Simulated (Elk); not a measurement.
## Ni2H: is a spiral lower than the collinear state?

Aim: the energy of spin spirals in Ni2H along a path of wavevectors.

Program: Elk 11.2.3 (patched build). Level of theory: LDA (von Barth-Hedin); all-electron APW+lo, Dirac cores, scalar-relativistic bands. Results are calculated unless marked as measured.

## (1) Starting point

It takes space group P3m1 (No. 156, trigonal). Conventional cell: a = 2.660 Å, b = 2.660 Å, c = 4.330 Å, α = 90.00°, β = 90.00°, γ = 120.00°. Nearest to Ni lie 3 H at 1.82 Å. H has 6 Ni at 1.82 Å nearest. Farther neighbours are not listed.

Coordinates:

```cif
data_structure
_symmetry_space_group_name_H-M 'P3m1'
_symmetry_Int_Tables_number 156
_cell_length_a 2.6600
_cell_length_b 2.6600
_cell_length_c 4.3300
_cell_angle_alpha 90.000
_cell_angle_beta 90.000
_cell_angle_gamma 120.000
_cell_volume 26.53
loop_
_atom_site_label
_atom_site_type_symbol
_atom_site_symmetry_multiplicity
_atom_site_Wyckoff_symbol
_atom_site_fract_x
_atom_site_fract_y
_atom_site_fract_z
_atom_site_occupancy
Ni1 Ni 1 c 0.66667 0.33333 0.80300 1
Ni2 Ni 1 b 0.33333 0.66667 0.25400 1
H1 H 1 a 0.00000 0.00000 0.02700 1
```

## (2) The state at q = 0

The energies of all spirals count from this run, made with the same spinor basis and mesh so that errors cancel.

The moments start as ferro ++, in the xy plane (a flat spiral, cone angle 90°).

Moments are seeded by fields in the spheres (the last three columns under atoms), set against the wanted direction and reduced each loop.

Contents of elk.in:

```
tasks
  0

xctype
  5

rgkmax
  7.0

nempty
  12

swidth
  0.003

reducebf
  0.5

epsengy
  1e-06

maxscl
  100

lmaxi
  2

spinsprl
  .true.

spinpol
  .true.

vqlss
  0.000000 0.000000 0.000000

sppath
  './'

avec
  5.02667347666 0.00000000000 0.00000000000
  -2.51333673824 4.35322692727 0.00000000000
  0.00000000000 0.00000000000 8.18251411963

atoms
  2
  'Ni.in'
  2
  0.6666666667 0.3333333333 0.8030000000   -0.030000 0.000000 0.000000
  0.3333333333 0.6666666667 0.2540000000   -0.030000 0.000000 0.000000
  'H.in'
  1
  0.0000000000 0.0000000000 0.0270000000   0.000000 0.000000 0.000000

ngridk
  12 12 8
```

On the command line:

```console
> OMP_NUM_THREADS=4 elk
```

Numbers of over 12 decimals in the logs are rounded to 6 here.

Log:

```text
Warning(gndstate): core states of species 1 leak from the muffin-tin :   0.1174598031E-02

--- INFO.OUT ---
┌─────────────────────────┐
│ Elk code version 11.2.3 │
└─────────────────────────┘

All units are atomic (Hartree, Bohr, etc.)

┌─────────────────────────────────────────────────┐
│ Ground-state run starting from atomic densities │
└─────────────────────────────────────────────────┘

Lattice vectors :
   5.026673477       0.000000000       0.000000000
  -2.513336738       4.353226927       0.000000000
   0.000000000       0.000000000       8.182514120

Reciprocal lattice vectors :
   1.249968858      0.7216698569      -0.000000000
   0.000000000       1.443339714       0.000000000
   0.000000000      -0.000000000      0.7678795558

Unit cell volume      :    179.0518223
Brillouin zone volume :    1.385354308

Muffin-tin inner radius fraction :   0.1000000000E-01

Nuclei treated as point charges

Species : 1 (Ni)
 parameters loaded from : Ni.in
 name : nickel
 nuclear charge    :   -28.00000000
 electronic charge :    28.00000000
 atomic mass :    106991.5231
 muffin-tin radius :    2.136305349
 number of radial points in muffin-tin :    497
 inner part over the whole radius :   0.9973328660E-02
 number on inner part of muffin-tin    :    350
 approximate nuclear radius :   0.7325707712E-04
 number of mesh points to nuclear radius :    169
 atomic positions (lattice), magnetic fields (Cartesian) :
  1 :   0.66666667  0.33333333  0.77600000   -0.03000000  0.00000000  0.00000000
  2 :   0.33333333  0.66666667  0.22700000   -0.03000000  0.00000000  0.00000000

Species : 2 (H)
 parameters loaded from : H.in
 name : hydrogen
 nuclear charge    :   -1.000000000
 electronic charge :    1.000000000
 atomic mass :    1837.362221
 muffin-tin radius :    1.246178120
 number of radial points in muffin-tin :    197
 inner part over the whole radius :   0.9764407027E-02
 number on inner part of muffin-tin    :    129
 approximate nuclear radius :   0.2766748019E-04
 number of mesh points to nuclear radius :     40
 atomic positions (lattice), magnetic fields (Cartesian) :
  1 :   0.00000000  0.00000000  0.00000000    0.00000000  0.00000000  0.00000000

Total number of atoms per unit cell :    3
Total muffin-tin volume :    89.78507475
 ratio of muffin-tin to unit cell volume :   0.5014474223

Spin treatment :
 spin-polarised
 global magnetic field (Cartesian) :    0.000000000       0.000000000       0.000000000
 non-collinear magnetisation
 spin-spiral state assumed
  q-vector (lattice)   :    0.000000000       0.000000000       0.000000000
  q-vector (Cartesian) :    0.000000000       0.000000000       0.000000000
  q-vector length      :    0.000000000

Number of Bravais lattice symmetries :   24
Number of crystal symmetries         :    6
Crystal has no inversion symmetry
Complex Hermitian eigensolver will be used

k-point grid :     12    12     8
k-point offset :    0.000000000       0.000000000       0.000000000
k-point set is reduced with full crystal symmetry group
Total number of k-points :      248

Muffin-tin radius times maximum |G+k| :    7.000000000
 using average radius
Maximum |G+k| for APW functions       :    3.805182747
Maximum (1/2)|G+k|²                   :    7.239707870
Maximum |G| for potential and density :    12.00000000
Constant for pseudocharge density :    6
 order of it for each species :   13  11
 order of it for pair densities of each species (exact exchange by exxq0 0: 13) :   13   4
Radial integration step length :    1

G-vector grid sizes :     20    20    32
Number of G-vectors :     5275

Maximum angular momentum used for
 APW functions            :    8
 outer part of muffin-tin :    6
 inner part of muffin-tin :    2

Total nuclear charge    :   -57.00000000
Total core charge       :    24.00000000
Total valence charge    :    33.00000000
Total excess charge     :    0.000000000
Total electronic charge :    57.00000000

Effective Wigner radius, rₛ :   0.9085282310

Number of empty states         :     36
Total number of valence states :    106
Total number of core states    :     24

Third-order local-orbitals added for an l without core states : T
Total number of local-orbitals :     52

Exchange-correlation functional :      5     0     0
 von Barth-Hedin, J. Phys. C 5, 1629 (1972)
 gradient requirement :    0
 local density approximation (LDA)

Smearing type :    3
 Fermi-Dirac
Smearing width :   0.3000000000E-02
Effective electronic temperature (K) :    947.3250744

Mixing type :    3
 Broyden mixing, J. Phys. A: Math. Gen. 17, L317 (1984)

Kohn-Sham potential initialised from atomic data

┌──────────────────────────────┐
│ Self-consistent loop started │
└──────────────────────────────┘

┌─────────────────┐
│ Loop number : 1 │
└─────────────────┘

Energies :
 Fermi                       :     0.158850
 sum of occupied eigenvalues :     -1751.7723545436
 electron kinetic            :      3083.5359118652
 core electron kinetic       :      2765.0915703277
 Coulomb                     :     -5998.5741364172
 Coulomb potential           :     -4666.3154509320
 nuclear-nuclear             :     -505.47744260498
 electron-nuclear            :     -6336.5370998626
 Hartree                     :      843.44040605040
 Madelung                    :     -3665.4164109511
 xc potential                :     -168.86019230373
 xc effective B-field        :    -0.51593948932843E-01
 external B-field            :      0.000000
 exchange                    :     -117.63989079963
 correlation                 :     -5.942192
 electron entropic           :    -0.35162740866567E-02
 total energy                :     -3038.6238236124
 (external B-field energy excluded from total)

Density of states at Fermi energy :    125.7137696
 (states/Hartree/unit cell)

Estimated indirect band gap :   0.1243159649E-04
 from k-point 1 to k-point 89
Estimated direct band gap   :   0.1439674651E-02
 at k-point 38

Charges :
 core                        :    24.00000000
 valence                     :    33.00000000
 interstitial                :    2.960620287
 muffin-tins (core leakage)
  species : 1 (Ni)
   atom 1                    :    26.65395289     (  0.1175382755E-02)
   atom 2                    :    26.64174751     (  0.1174907489E-02)
  species : 2 (H)
   atom 1                    :   0.7436793116     (   0.000000000    )
 total in muffin-tins        :    54.03937971
 total calculated charge     :    56.99710555
 total charge                :    57.00000000
 error                       :   0.2894450721E-02

Moments :
 interstitial                :  -0.1913062888     -0.4689762154E-07 -0.6984806659E-08
 muffin-tins
  species : 1 (Ni)
   atom 1                    :    1.051686322     -0.6365647774E-07 -0.7786345368E-08
   atom 2                    :    1.062779920     -0.1173829351E-06  0.5201030469E-08
  species : 2 (H)
   atom 1                    :  -0.1568283694E-01  0.8146677779E-07  0.2173996069E-08
 total in muffin-tins        :    2.098783406     -0.9957263504E-07 -0.4113188307E-09
 total moment                :    1.907477117     -0.1464702566E-06 -0.7396125490E-08

┌─────────────────┐
│ Loop number : 2 │
└─────────────────┘

Energies :
 Fermi                       :     0.159537
 sum of occupied eigenvalues :     -1751.7191770202
 electron kinetic            :      3082.0590528095
 core electron kinetic       :      2764.5250976488
 Coulomb                     :     -5998.5743826283
 Coulomb potential           :     -4666.3246769463
 nuclear-nuclear             :     -505.47744260498
 electron-nuclear            :     -6336.5289060217
 Hartree                     :      843.43196599843
 Madelung                    :     -3665.4120441551
 xc potential                :     -167.34738141871
 xc effective B-field        :    -0.51344493473417E-01
 external B-field            :      0.000000
 exchange                    :     -117.63939522624
 correlation                 :     -5.942194
 electron entropic           :    -0.35158948923445E-02
 total energy                :     -3040.1004353127
 (external B-field energy excluded from total)

Density of states at Fermi energy :    125.7018148
 (states/Hartree/unit cell)

Estimated indirect band gap :   0.3800153810E-04
 from k-point 209 to k-point 6
Estimated direct band gap   :   0.1433681042E-02
 at k-point 224

Charges :
 core                        :    24.00000000
 valence                     :    33.00000000
 interstitial                :    2.961292187
 muffin-tins (core leakage)
  species : 1 (Ni)
   atom 1                    :    26.65296359     (  0.1175380641E-02)
   atom 2                    :    26.64303970     (  0.1174853916E-02)
  species : 2 (H)
   atom 1                    :   0.7427045252     (   0.000000000    )
 total in muffin-tins        :    54.03870781
 total calculated charge     :    56.99710599
 total charge                :    57.00000000
 error                       :   0.2894014358E-02

Moments :
 interstitial                :  -0.1906863834     -0.2741102379E-07 -0.1385344257E-07
 muffin-tins
  species : 1 (Ni)
   atom 1                    :    1.050405600     -0.2804860167E-07  0.8723002378E-08
   atom 2                    :    1.059585641     -0.1289175190E-06 -0.1428217972E-07
  species : 2 (H)
   atom 1                    :  -0.1558483220E-01  0.8342131785E-07  0.1130775153E-08
 total in muffin-tins        :    2.094406408     -0.7354480284E-07 -0.4428402185E-08
 total moment                :    1.903720025     -0.1009558266E-06 -0.1828184475E-07

RMS change in Kohn-Sham potential (target) :   0.2905268110     (  0.1000000000E-05)
Absolute change in total energy (target)   :    1.476611700     (  0.1000000000E-05)

[... loops 3 to 21 left out ...]

┌──────────────────┐
│ Loop number : 22 │
└──────────────────┘

Energies :
 Fermi                       :     0.223711
 sum of occupied eigenvalues :     -1745.9290015101
 electron kinetic            :      3083.9396188463
 core electron kinetic       :      2765.6043357522
 Coulomb                     :     -5998.7276647534
 Coulomb potential           :     -4666.6468873412
 nuclear-nuclear             :     -505.47744260498
 electron-nuclear            :     -6336.5847334333
 Hartree                     :      843.33451128489
 Madelung                    :     -3665.4042210828
 xc potential                :     -163.22019539180
 xc effective B-field        :    -0.15381853589235E-02
 external B-field            :      0.000000
 exchange                    :     -117.60659725577
 correlation                 :     -5.946166
 electron entropic           :    -0.34384937761097E-02
 total energy                :     -3038.3442481237
 (external B-field energy excluded from total)

Density of states at Fermi energy :    113.6945073
 (states/Hartree/unit cell)

Estimated indirect band gap :   0.1137339407E-03
 from k-point 223 to k-point 166
Estimated direct band gap   :   0.5520171072E-03
 at k-point 39

Charges :
 core                        :    24.00000000
 valence                     :    33.00000000
 interstitial                :    2.964511102
 muffin-tins (core leakage)
  species : 1 (Ni)
   atom 1                    :    26.67859980     (  0.1174598003E-02)
   atom 2                    :    26.67580199     (  0.1174239242E-02)
  species : 2 (H)
   atom 1                    :   0.6810871037     (   0.000000000    )
 total in muffin-tins        :    54.03548890
 total calculated charge     :    56.99710767
 total charge                :    57.00000000
 error                       :   0.2892326358E-02

Moments :
 interstitial                :  -0.1640703956E-01 -0.1423120026E-05 -0.2511347027E-07
 muffin-tins
  species : 1 (Ni)
   atom 1                    :   0.1913776339      0.3728224167E-04 -0.4150242735E-06
   atom 2                    :   0.1977097317      0.2684352407E-04  0.3067745933E-06
  species : 2 (H)
   atom 1                    :  -0.2191446924E-02 -0.2777098627E-06  0.2262818829E-08
 total in muffin-tins        :   0.3868959186      0.6384805588E-04 -0.1059868614E-06
 total moment                :   0.3704888791      0.6242493585E-04 -0.1311003317E-06

RMS change in Kohn-Sham potential (target) :   0.6140291421E-06 (  0.1000000000E-05)
Absolute change in total energy (target)   :   0.7844614629E-06 (  0.1000000000E-05)

Convergence targets achieved

┌──────────────────┐
│ Loop number : 23 │
└──────────────────┘

Energies :
 Fermi                       :     0.223711
 sum of occupied eigenvalues :     -1745.9289963670
 electron kinetic            :      3083.9396201362
 core electron kinetic       :      2765.6043369598
 Coulomb                     :     -5998.7276641368
 Coulomb potential           :     -4666.6468816100
 nuclear-nuclear             :     -505.47744260498
 electron-nuclear            :     -6336.5847384409
 Hartree                     :      843.33451690917
 Madelung                    :     -3665.4042233317
 xc potential                :     -163.22019795385
 xc effective B-field        :    -0.15373539935637E-02
 external B-field            :      0.000000
 exchange                    :     -117.60659705083
 correlation                 :     -5.946167
 electron entropic           :    -0.34385702416561E-02
 total energy                :     -3038.3442461741
 (external B-field energy excluded from total)

Density of states at Fermi energy :    113.6952854
 (states/Hartree/unit cell)

Estimated indirect band gap :   0.1135742588E-03
 from k-point 39 to k-point 166
Estimated direct band gap   :   0.5517307844E-03
 at k-point 39

Charges :
 core                        :    24.00000000
 valence                     :    33.00000000
 interstitial                :    2.964510541
 muffin-tins (core leakage)
  species : 1 (Ni)
   atom 1                    :    26.67860026     (  0.1174598031E-02)
   atom 2                    :    26.67580216     (  0.1174239433E-02)
  species : 2 (H)
   atom 1                    :   0.6810870392     (   0.000000000    )
 total in muffin-tins        :    54.03548946
 total calculated charge     :    56.99710767
 total charge                :    57.00000000
 error                       :   0.2892327278E-02

Moments :
 interstitial                :  -0.1640146803E-01 -0.1615769896E-05 -0.2510475047E-07
 muffin-tins
  species : 1 (Ni)
   atom 1                    :   0.1913500354      0.3941408670E-04 -0.4251519805E-06
   atom 2                    :   0.1976341445      0.2926078315E-04  0.3172303482E-06
  species : 2 (H)
   atom 1                    :  -0.2190770242E-02 -0.3033158416E-06  0.2261162209E-08
 total in muffin-tins        :   0.3867934096      0.6837155401E-04 -0.1056604702E-06
 total moment                :   0.3703919416      0.6675578411E-04 -0.1307652206E-06

┌──────────────────────────────┐
│ Self-consistent loop stopped │
└──────────────────────────────┘

Warning : core states of species 1 leak from the muffin-tin :   0.1174598031E-02

Wrote STATE.OUT
```

It took 6.6 min on 4 threads of Arm Neoverse V2, shared host; peak memory 0.35 GiB.

Spin moment in the muffin-tin sphere by atom:

| atom | x (μB) | y (μB) | z (μB) | size |
| --- | --- | --- | --- | --- |
| Ni1 | 0.191 | 0.000 | 0.000 | 0.191 |
| Ni2 | 0.198 | 0.000 | 0.000 | 0.198 |
| H3 | -0.002 | 0.000 | 0.000 | 0.002 |

Numbers from this step:

```yaml
density_of_states_at_the_fermi_level: 4.178 states/eV/cell
moment_between_the_spheres: -0.01640, 0, 0 μB
magnetization: 0.3704, 0, 0 μB
final_state: ferromagnetic
```

After 23 cycles the largest moment stands at 0.198 μB.

(Continued in part 2 of 2.)

[Logs and program files are shortened in this print: banners, set-up blocks, solver, clock and traceback lines can be left out without a mark of their own.]

[Logs are printed without paths, hosts, clocks, repeated set-up lines and the standing remarks that a program may print on its own settings, such as how far it seeks lower states.]

[Hosts, paths, dates, database ids (printed as entryN), source tags and the programs' standing remarks are cut or masked in the printed files.]

[Where a cell is said to come from a database of computed structures, the database is the Materials Project.]
